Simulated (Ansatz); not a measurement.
# Work function of Au(110): what the settings cost and change

How thick a slab and how much vacuum does the work function of Au(110) need?

Main program and level: Ansatz 0.2.0; plane-wave DFT, PBE, Ansatz PAW.

### 1. The system as given

The cell holds 1 atom: 1 Au. Cell: a = 4.080 Å, b = 2.885 Å, c = 18.000 Å, α = 90.0°, β = 90.0°, γ = 90.0°. Vacuum lies along c.

### 2. Slab, setting 1 layer

A work function rests on the faint tail of the density, so the SCF threshold is tight. The slab grows from one layer, at fixed mesh and 18 Å of vacuum; then the vacuum is varied on one slab.

input.yaml

```yaml
crystal:
  lattice:
    - [4.08, 0.0, 0.0]
    - [0.0, 2.8849956672, 0.0]
    - [0.0, 0.0, 18.0]
  atoms:
    - { symbol: Au, position: [0.5, 0.5, 0.5] }
kpoints:
  mp_grid: { grid: [10, 14, 1] }
hamiltonian:
  xc: pbe
scf:
  occupations: { method: fermi_dirac, width: 0.1 }
  convergence: { dr2_threshold: 1.0e-09 }
efield:
  axis: 3
  dipole_correction: true
  ramp_position: 0.97
  ramp_width: 0.06
output:
  write_potential: true
  write_density: true
  volumetric_format: npy
  elf: true
```

On the command line:

```
ansatz run input.yaml --threads 2 --pin off --max-ram 3072MiB --backend cpu --events-out ev --progress --plain --runs-dir out
```

Output:

```text
Engine: ansatz 0.2.0, x86_64-unknown-linux-gnu
Pseudopotentials: kind: paw
Pseudopotential: Au, paw, valence charge 19, recommended cutoff 420 eV (normal), Au.paw.azcp
Functional definition: PBE
  parameter kappa = 0.804
  parameter beta = 0.066725
  exchange = pbe_x(kappa = kappa, mu = beta*pi^2/3)
  correlation = pbe_c(beta = beta)
Crystal: 1 atoms, lattice volume = 211.874 Å³
Basis set: ecut = 420 eV, 4149 PW (Γ)
Bands: 14, of which v1, the nominal top of the filled ones, is band 10 counted from 1 (9 counted from 0)
Symmetry: 4 space group operations
k-points: 48 of 140
Non-local potential: Au, projectors of the file, l = 0: 3, l = 1: 2, l = 2: 2, l = 3: 1
PAW form: soft (Blöchl's): semilocal exchange-correlation on the pseudo side does not see the compensation charge
PAW one-centre angular grid: Au, 590 points (default); XC on 64 Gauss nodes
Initial density: superposition of atomic densities (neutral atoms: chi_scale 0, normalization atom), corrected by the library's trained network
Initial wavefunctions: pseudopotential atomic-orbital guess
Functional: x = pbe(κ = 0.804, μ = 0.219515), c = pbe(β = 0.066725)
SCF iter   1: F=—  HF=-13147.745258 eV  |F-HF|=—  |Δ(HF+E_count)|=         —  Δρ=1.89e-3  dr2=9.73e-3  ethr=1.77e-3  p=0.000 e·Å  D=7.75e-15 V/Å  ΔV_dip=-0.00 eV  dr2_dipole=8.72e-11  V_vac-E_F(+/−)=6.38/6.38 eV  ⟨swp⟩=5.6  Hψ=3726  notcnv=0
efield: sawtooth ramp at fractional position 0.9700 (set: `efield.ramp_position`, or a place that a band, a saddle search or an elastic batch's reference lends), width 0.0600; the density the first Hamiltonian is built on has a dipole p = 0.000 e·Å; the dipole correction subtracts the counter field D = 7.75e-15 V/Å, which shifts the + side's vacuum level by -0.00 eV against the − side's; the planar-averaged density in the ramp window peaks in size at 6.5e-6 e/Å³
preconditioner: auto → LDOS  [metal: Δε(μ)=0.126 eV  Ē_g=7.906 eV  σ=0.100 eV  W_gap=0.30  n_scr=20 (ndim 8)  ℏωp=8.5 eV  f_vac=0.779  D(μ)=0.67/eV (n_scr^D=4)  β→1.0]
SCF iter   2: F=—  HF=-13147.746377 eV  |F-HF|=—  |Δ(HF+E_count)|=   1.12e-3  Δρ=2.17e-3  dr2=9.56e-3  ethr=5.12e-5  p=-0.000 e·Å  D=-6.29e-6 V/Å  ΔV_dip=0.00 eV  dr2_dipole=8.91e-10  V_vac-E_F(+/−)=6.24/6.24 eV  ⟨swp⟩=3.1  Hψ=1732  notcnv=0  defer=8
SCF iter   3: F=—  HF=-13147.744321 eV  |F-HF|=—  |Δ(HF+E_count)|=   2.06e-3  Δρ=3.83e-4  dr2=3.16e-4  ethr=5.03e-5  p=0.000 e·Å  D=2.11e-6 V/Å  ΔV_dip=-0.00 eV  dr2_dipole=6.63e-11  V_vac-E_F(+/−)=6.29/6.29 eV  ⟨swp⟩=2.0  Hψ=1116  notcnv=0  defer=8
SCF iter   4: F=—  HF=-13147.744250 eV  |F-HF|=—  |Δ(HF+E_count)|=   7.13e-5  Δρ=4.08e-5  dr2=5.80e-6  ethr=1.66e-6  p=-0.000 e·Å  D=-1.25e-7 V/Å  ΔV_dip=0.00 eV  dr2_dipole=1.27e-12  V_vac-E_F(+/−)=6.28/6.28 eV  ⟨swp⟩=2.2  Hψ=1048  notcnv=0  defer=8
SCF iter   5: F=—  HF=-13147.744238 eV  |F-HF|=—  |Δ(HF+E_count)|=   1.17e-5  Δρ=7.99e-6  dr2=9.99e-8  ethr=3.06e-8  p=0.000 e·Å  D=4.33e-7 V/Å  ΔV_dip=-0.00 eV  dr2_dipole=4.65e-12  V_vac-E_F(+/−)=6.28/6.28 eV  ⟨swp⟩=2.2  Hψ=962  notcnv=0  defer=8
SCF iter   6: F=—  HF=-13147.744213 eV  |F-HF|=—  |Δ(HF+E_count)|=   2.54e-5  Δρ=1.04e-6  dr2=1.28e-9  ethr=5.26e-10  p=-0.000 e·Å  D=-2.81e-7 V/Å  ΔV_dip=0.00 eV  dr2_dipole=2.21e-12  V_vac-E_F(+/−)=6.28/6.28 eV  ⟨swp⟩=2.4  Hψ=1098  notcnv=0  defer=8
SCF iter   7: F=-13147.744213 eV  HF=-13147.744213 eV  |F-HF|=5.46e-12  |Δ(HF+E_count)|=   6.66e-9  Δρ=1.98e-7  dr2=1.04e-10  ethr=5.26e-12  p=0.000 e·Å  D=4.43e-7 V/Å  ΔV_dip=-0.00 eV  dr2_dipole=4.68e-12  V_vac-E_F(+/−)=6.28/6.28 eV  ⟨swp⟩=5.9  Hψ=2352  notcnv=0
SCF 1 converged in 7 iterations: F = -13147.744213 eV  dr2 = 1.04e-10
  greatest PAW one-centre occupation: 1.000 electrons in one spin orbital (limit 2), on the Au atom at site 0 (counted from 0), in its partial waves of l = 0
WARN: The output density's exchange-correlation potential varies sharply where the density is thin. Do not read a vacuum level from v_tot or v_xc, or from such a field of the output density. On a cell that repeats whose density bears no net charge and no dipole along the vacuum's axis use v_es (v_loc + v_h of the components); under efield.dipole_correction with no amplitude use v_es + v_field, which holds any externa [...]
SCF converged after 7 iterations
Free energy (F): -13147.744213 eV
Harris-Foulkes:  -13147.744213 eV  (|F-HF|=5.46e-12)
Internal energy: -13147.719584 eV  (E = F + TS)
E sigma→0 (E₀):  -13147.731898 eV
Entropy (-TS):   -0.024629 eV (-24.629 meV/atom)
Fermi energy:    -4.237740 eV
Dipole field:    D = -0.000002 V/Å  (p = -0.000003 e·Å, saw-weighted, corrected)
Work function:   Φ+ = 6.2779 eV   Φ− = 6.2778 eV
Levels:          The Fermi level and band energies are counted from a zero that moves with the ramp; work functions are not
--- Per-component energies (eV) ---
  E_band       = -625.708159
  E_kinetic    = 604.680168
  E_local      = -9652.352103  (includes V_loc(G=0)·N_el)
  E_nonlocal   = 76.008526
  E_hartree    = 4490.678423
  E_xc         = -224.991657
  E_vxc        = -270.794876  (∫ρ·V_xc dr)
  E_paw        = -9708.411539  (= ΣΔE_a)
  E_vpaw       = -364.608311  (= ΣTr[D̂ρ^β])
  E_aug_tail   = 0.001444  (compensation charges beyond the density's cutoff)
  E_efield     = 0.000000  (sawtooth field / dipole correction)
  E_vefield    = 0.000000  (∫n·V_field dr)
  E_ewald      = 1266.667153
  E_smearing   = -0.024629  (= −TS)
  E_closure    = -0.000000  (closes the sum)
  Σ components = -13147.744213   (vs F -13147.744213, Δ=0.00e0)
--- Band table (eV; the first three rows and the last of 48) ---
  k-point 0: bands = [... 6 lower, -5.4004, -5.3497, -4.7467, -4.7353, -0.5687, 1.8013, 2.5181, 2.6268]
  k-point 1: bands = [... 6 lower, -5.3886, -5.3202, -4.8412, -4.8366, -0.4243, 1.8914, 2.6165, 2.7164]
  k-point 2: bands = [... 6 lower, -5.3553, -5.2280, -5.1124, -5.0750, -0.0254, 2.1620, 2.9091, 2.9854]
  k-point 47: bands = [... 6 lower, -5.2770, -5.1249, -4.5785, 0.5763, 0.6223, 2.8352, 5.0483, 6.1832]
```

Run time: 9.5 s. Hardware: 2 threads of Intel Xeon 6975P-C (Granite Rapids), shared host; peak memory 0.56 GiB; 16 s of CPU time.

Read from the output:

```
energy at zero smearing   : -13147.7319 eV
work function, upper face : 6.278 eV
```

Running mean over 1.442 Å of the planar mean; the ramp of the sawtooth is left out. Table of electron's electrostatic potential energy less the Fermi level by z:

| z (Å) | electron's electrostatic potential energy less the Fermi level (eV) |
| --- | --- |
| 3.0 | 6.28 |
| 3.5 | 6.28 |
| 4.0 | 6.28 |
| 4.5 | 6.28 |
| 5.0 | 6.28 |
| 5.5 | 6.27 |
| 6.0 | 6.26 |
| 6.5 | 6.22 |
| 7.0 | 6.02 |
| 7.5 | 5.15 |
| 8.0 | 2.09 |
| 8.5 | -2.16 |
| 9.0 | -4.43 |
| 9.5 | -2.16 |
| 10.0 | 2.09 |
| 10.5 | 5.15 |
| 11.0 | 6.02 |
| 11.5 | 6.22 |
| 12.0 | 6.26 |
| 12.5 | 6.27 |
| 13.0 | 6.28 |
| 13.5 | 6.28 |
| 14.0 | 6.28 |
| 14.5 | 6.28 |
| 15.0 | 6.28 |

Valence density in the ca plane at fractional y = 0.500, with atoms of Au within 0.2 Å of it. It is the smooth field of the valence electrons, not physical close to the nuclei.

Ten steps, logarithmic in the rise over the least value, from '0' (0 e/Å³) to '9' (12 e/Å³), each cell a mean:
```
00000000000000000000000000000000000000000000
00000000000000000000122110000000000000000000
00000000000000000001356421000000000000000000
00000000000000000013689841000000000000000000
00000000000000000013799852000000000000000000
00000000000000000002588731000000000000000000
00000000000000000001244310000000000000000000
00000000000000000000011100000000000000000000
00000000000000000000000000000000000000000000
```
Columns run along c (18.0 Å), rows up along a (4.1 Å). Atoms in or near the plane, at fractional coordinates: Au at (0.50, 0.50).

ELF in the ca plane at fractional y = 0.500, with atoms of Au within 0.2 Å of it. It is the smooth field of the valence electrons, not physical close to the nuclei.

Values, 5 rows by 16 columns, each cell a mean:
```
0.00 0.00 0.00 0.00 0.00 0.00 0.05 0.16 0.17 0.07 0.01 0.00 0.00 0.00 0.00 0.00
0.00 0.00 0.00 0.00 0.00 0.02 0.15 0.40 0.43 0.19 0.03 0.00 0.00 0.00 0.00 0.00
0.00 0.00 0.00 0.00 0.00 0.03 0.19 0.51 0.57 0.23 0.04 0.00 0.00 0.00 0.00 0.00
0.00 0.00 0.00 0.00 0.00 0.02 0.13 0.34 0.37 0.17 0.03 0.00 0.00 0.00 0.00 0.00
0.00 0.00 0.00 0.00 0.00 0.00 0.03 0.10 0.11 0.04 0.00 0.00 0.00 0.00 0.00 0.00
```
Columns run along c (18.0 Å), rows up along a (4.1 Å). Atoms in or near the plane, at fractional coordinates: Au at (0.50, 0.50).

Electrostatic potential energy in the ca plane at fractional y = 0.500, with atoms of Au within 0.2 Å of it. With pseudopotentials it is smooth inside the atoms' cores, unlike the true potential.

Ten even steps from '0' (-27 eV) to '9' (2 eV), each cell a mean:
```
99999999999999999999999999999999999999999999
99999999999999999999988899999999999999999999
99999999999999999998621379999999999999999999
99999999999999999997000048999999999999999999
99999999999999999996000038999999999999999999
99999999999999999998200059999999999999999999
99999999999999999999754689999999999999999999
99999999999999999999999999999999999999999999
99999999999999999999999999999999999999999999
```
Columns run along c (18.0 Å; values clipped at the 3rd and 97th percentile), rows up along a (4.1 Å). Atoms in or near the plane, at fractional coordinates: Au at (0.50, 0.50).

The work function is 6.278 eV.

### 3. Run, 2 atoms

System of this step: Au(110). The cell holds 2 atoms: 2 Au. Its edges and angles: a = 4.080 Å, b = 2.885 Å, c = 19.442 Å, α = 90.0°, β = 90.0°, γ = 90.0°. Vacuum lies along c.

input.yaml, the sections that differ from step 2:

```yaml
crystal:
  lattice:
    - [4.08, 0.0, 0.0]
    - [0.0, 2.8849956672, 0.0]
    - [0.0, 0.0, 19.4424978336]
  atoms:
    - { symbol: Au, position: [0.5, 0.5, 0.4629034848] }
    - { symbol: Au, position: [0.0, 0.0, 0.5370965152] }
output:
  write_potential: true
  write_density: true
  volumetric_format: npy
# kpoints, hamiltonian, scf, efield: as in step 2
```

Output:

```text
[...]
Crystal: 2 atoms, lattice volume = 228.853 Å³
Basis set: ecut = 420 eV, 4477 PW (Γ)
Bands: 23, of which v1, the nominal top of the filled ones, is band 19 counted from 1 (18 counted from 0)
Symmetry: 4 space group operations
k-points: 48 of 140
[...]
k-point 0: bands = [... 15 lower, -3.5438, -3.3985, -3.0690, -2.6016, -1.6415, 2.3410, 3.6728, 3.7077]
  k-point 1: bands = [... 15 lower, -3.4965, -3.4101, -3.0360, -2.6802, -1.4937, 2.4548, 3.7961, 3.8993]
  k-point 2: bands = [... 15 lower, -3.6818, -3.2002, -3.0006, -2.8566, -1.1124, 2.7803, 4.0596, 4.1849]
  k-point 47: bands = [... 15 lower, -3.7915, -2.6462, -2.6462, 1.4284, 1.4284, 2.6019, 2.6019, 6.9416]
[key lines of the parts left out:]
SCF converged after 8 iterations
Free energy (F): -26297.317511 eV
Fermi energy:    -1.302833 eV
Dipole field:    D = -0.000004 V/Å  (p = -0.000005 e·Å, saw-weighted, corrected)
Work function:   Φ+ = 5.0303 eV   Φ− = 5.0303 eV
```

Run time: 18 s. Hardware: 2 threads; peak memory 0.61 GiB.

The work function is 5.030 eV, -1.248 eV from the run “1 layer”, at 1.7 times its CPU time.

### 4. Run, 3 atoms

System of this step: Au(110). The cell holds 3 atoms: 3 Au. Its edges and angles: a = 4.080 Å, b = 2.885 Å, c = 20.885 Å, α = 90.0°, β = 90.0°, γ = 90.0°. Vacuum lies along c.

input.yaml, the sections that differ from step 3:

```yaml
crystal:
  lattice:
    - [4.08, 0.0, 0.0]
    - [0.0, 2.8849956672, 0.0]
    - [0.0, 0.0, 20.8849956672]
  atoms:
    - { symbol: Au, position: [0.0, 0.0, 0.4309313798] }
    - { symbol: Au, position: [0.5, 0.5, 0.5] }
    - { symbol: Au, position: [0.0, 0.0, 0.5690686202] }
# kpoints, hamiltonian, scf, efield, output: as in step 3
```

Output:

```text
[...]
Crystal: 3 atoms, lattice volume = 245.833 Å³
Basis set: ecut = 420 eV, 4801 PW (Γ)
Bands: 35, of which v1, the nominal top of the filled ones, is band 29 counted from 1 (28 counted from 0)
Symmetry: 4 space group operations
k-points: 48 of 140
[...]
k-point 1: bands = [... 25 lower, -1.7429, -1.7069, -1.3437, -1.3312, 1.5469, 4.2158, 4.6732, 5.2321, ... 2 higher]
  k-point 2: bands = [... 25 lower, -1.8616, -1.5545, -1.5342, -1.1778, 1.9002, 4.9316, 4.9754, 5.4925, ... 2 higher]
  k-point 47: bands = [... 25 lower, -1.3225, -1.3223, 1.6521, 2.0500, 3.7151, 4.0060, 4.1414, 5.3339, ... 2 higher]
[key lines of the parts left out:]
SCF converged after 9 iterations
Free energy (F): -39446.632860 eV
Fermi energy:    0.150969 eV
Dipole field:    D = 0.000000 V/Å  (p = 0.000000 e·Å, saw-weighted, corrected)
Work function:   Φ+ = 5.1214 eV   Φ− = 5.1214 eV
```

The job ended after 27 s (2 threads; peak memory 0.7 GiB).

The work function is 5.121 eV, +0.091 eV from the run “2 layers”, at 1.8 times its CPU time.

### 5. Slab, 4 atoms

System of this step: Au(110). The cell holds 4 atoms: 4 Au. Its edges and angles: a = 4.080 Å, b = 2.885 Å, c = 22.327 Å, α = 90.0°, β = 90.0°, γ = 90.0°. Vacuum lies along c.

input.yaml, the sections that differ from step 4:

```yaml
crystal:
  lattice:
    - [4.08, 0.0, 0.0]
    - [0.0, 2.8849956672, 0.0]
    - [0.0, 0.0, 22.3274935009]
  atoms:
    - { symbol: Au, position: [0.5, 0.5, 0.4030904768] }
    - { symbol: Au, position: [0.0, 0.0, 0.4676968256] }
    - { symbol: Au, position: [0.5, 0.5, 0.5323031744] }
    - { symbol: Au, position: [0.0, 0.0, 0.5969095232] }
# kpoints, hamiltonian, scf, efield, output: as in step 4
```

Output:

```text
[...]
Crystal: 4 atoms, lattice volume = 262.812 Å³
Basis set: ecut = 420 eV, 5143 PW (Γ)
Bands: 46, of which v1, the nominal top of the filled ones, is band 38 counted from 1 (37 counted from 0)
Symmetry: 4 space group operations
k-points: 48 of 140
[...]
k-point 1: bands = [... 34 lower, -0.4176, -0.4102, -0.2343, -0.0537, 1.1596, 4.1075, 4.9132, 6.2287, ... 4 higher]
  k-point 2: bands = [... 34 lower, -0.5862, -0.3364, -0.2634, -0.0561, 1.4459, 4.4463, 5.6932, 6.5159, ... 4 higher]
  k-point 47: bands = [... 34 lower, -0.0808, -0.0808, 2.5826, 2.5826, 4.9868, 4.9868, 5.4704, 5.4704, ... 4 higher]
[key lines of the parts left out:]
SCF converged after 9 iterations
Free energy (F): -52595.909046 eV
Fermi energy:    1.609745 eV
Dipole field:    D = 0.000001 V/Å  (p = 0.000001 e·Å, saw-weighted, corrected)
Work function:   Φ+ = 4.9788 eV   Φ− = 4.9788 eV
```

Run time: 40 s. Hardware: 2 threads; peak memory 0.84 GiB; 69 s of CPU time.

The work function is 4.979 eV, -0.143 eV from the run “3 layers”, at 1.4 times its CPU time.

### 6. Run, 5 atoms

System of this step: Au(110). The cell holds 5 atoms: 5 Au. Its edges and angles: a = 4.080 Å, b = 2.885 Å, c = 23.770 Å, α = 90.0°, β = 90.0°, γ = 90.0°. Vacuum lies along c.

input.yaml, the sections that differ from step 5:

```yaml
crystal:
  lattice:
    - [4.08, 0.0, 0.0]
    - [0.0, 2.8849956672, 0.0]
    - [0.0, 0.0, 23.7699913345]
  atoms:
    - { symbol: Au, position: [0.0, 0.0, 0.3786286614] }
    - { symbol: Au, position: [0.5, 0.5, 0.4393143307] }
    - { symbol: Au, position: [0.0, 0.0, 0.5] }
    - { symbol: Au, position: [0.5, 0.5, 0.5606856693] }
    - { symbol: Au, position: [0.0, 0.0, 0.6213713386] }
# kpoints, hamiltonian, scf, efield, output: as in step 5
```

Output:

```text
[...]
Crystal: 5 atoms, lattice volume = 279.791 Å³
Basis set: ecut = 420 eV, 5463 PW (Γ)
Bands: 57, of which v1, the nominal top of the filled ones, is band 48 counted from 1 (47 counted from 0)
Symmetry: 4 space group operations
k-points: 48 of 140
[...]
k-point 0: bands = [... 44 lower, 0.8194, 0.8827, 1.2070, 1.4226, 3.4113, 5.3325, 6.0278, 7.5151, ... 5 higher]
  k-point 1: bands = [... 44 lower, 0.7505, 1.0400, 1.0688, 1.4747, 3.5254, 5.6550, 6.1471, 7.6098, ... 5 higher]
  k-point 2: bands = [... 44 lower, 0.6343, 0.8840, 1.1669, 1.6221, 3.8473, 6.4768, 6.4831, 7.8869, ... 5 higher]
  k-point 47: bands = [... 44 lower, 1.1898, 3.2616, 3.4510, 5.8827, 6.0518, 6.0763, 6.1862, 6.3316, ... 5 higher]
[key lines of the parts left out:]
SCF converged after 9 iterations
Free energy (F): -65745.248755 eV
Fermi energy:    2.784515 eV
Dipole field:    D = 0.000000 V/Å  (p = 0.000000 e·Å, saw-weighted, corrected)
Work function:   Φ+ = 4.9649 eV   Φ− = 4.9649 eV
```

It took 55 s on 2 threads; peak memory 1 GiB; 1.7 min of CPU time.

The work function is 4.965 eV, -0.014 eV from the run “4 layers”, at 1.5 times its CPU time.

### 7. Slab, 6 atoms

System of this step: Au(110). The cell holds 6 atoms: 6 Au. Cell: a = 4.080 Å, b = 2.885 Å, c = 25.212 Å, α = 90.0°, β = 90.0°, γ = 90.0°. Vacuum lies along c.

input.yaml, the sections that differ from step 6:

```yaml
crystal:
  lattice:
    - [4.08, 0.0, 0.0]
    - [0.0, 2.8849956672, 0.0]
    - [0.0, 0.0, 25.2124891681]
  atoms:
    - { symbol: Au, position: [0.5, 0.5, 0.3569659441] }
    - { symbol: Au, position: [0.0, 0.0, 0.4141795665] }
    - { symbol: Au, position: [0.5, 0.5, 0.4713931888] }
    - { symbol: Au, position: [0.0, 0.0, 0.5286068112] }
    - { symbol: Au, position: [0.5, 0.5, 0.5858204335] }
    - { symbol: Au, position: [0.0, 0.0, 0.6430340559] }
# kpoints, hamiltonian, scf, efield, output: as in step 6
```

Output:

```text
[...]
Crystal: 6 atoms, lattice volume = 296.771 Å³
Basis set: ecut = 420 eV, 5793 PW (Γ)
Bands: 69, of which v1, the nominal top of the filled ones, is band 57 counted from 1 (56 counted from 0)
Symmetry: 4 space group operations
k-points: 48 of 140
[...]
k-point 0: bands = [... 53 lower, 1.8320, 1.9804, 2.0127, 2.2260, 3.3146, 5.4424, 6.0575, 7.6191, ... 8 higher]
  k-point 1: bands = [... 53 lower, 1.7455, 2.0186, 2.0750, 2.1328, 3.3962, 5.5615, 6.4010, 7.7350, ... 8 higher]
  k-point 2: bands = [... 53 lower, 1.5817, 1.9478, 2.0936, 2.2171, 3.6348, 5.8955, 7.2677, 8.0500, ... 8 higher]
  k-point 47: bands = [... 53 lower, 2.1506, 4.1118, 4.1118, 6.4139, 6.4139, 7.0110, 7.0110, 7.2168, ... 8 higher]
[key lines of the parts left out:]
SCF converged after 9 iterations
Free energy (F): -78894.528926 eV
Fermi energy:    3.803151 eV
Dipole field:    D = -0.000000 V/Å  (p = -0.000000 e·Å, saw-weighted, corrected)
Work function:   Φ+ = 4.9751 eV   Φ− = 4.9751 eV
```

Elapsed: 72 s, on 2 threads; peak memory 1.2 GiB.

The work function is 4.975 eV, +0.010 eV from the run “5 layers”, at 1.4 times its CPU time.

(Continued in part 2 of 2.)

[Long decimals in the printed logs are rounded to 6 places.]

[Logs are printed without paths, hosts, clocks, repeated set-up lines and the standing remarks that a program may print on its own settings, such as how far it seeks lower states.]

[Hosts, paths, dates, database ids (printed as entryN), source tags and the programs' standing remarks are cut or masked in the printed files.]

[Maps of the electrostatic potential energy from Ansatz leave out the sawtooth potential of an applied field or a dipole correction, so their vacuum need not be flat; planar profiles and work functions include it.]
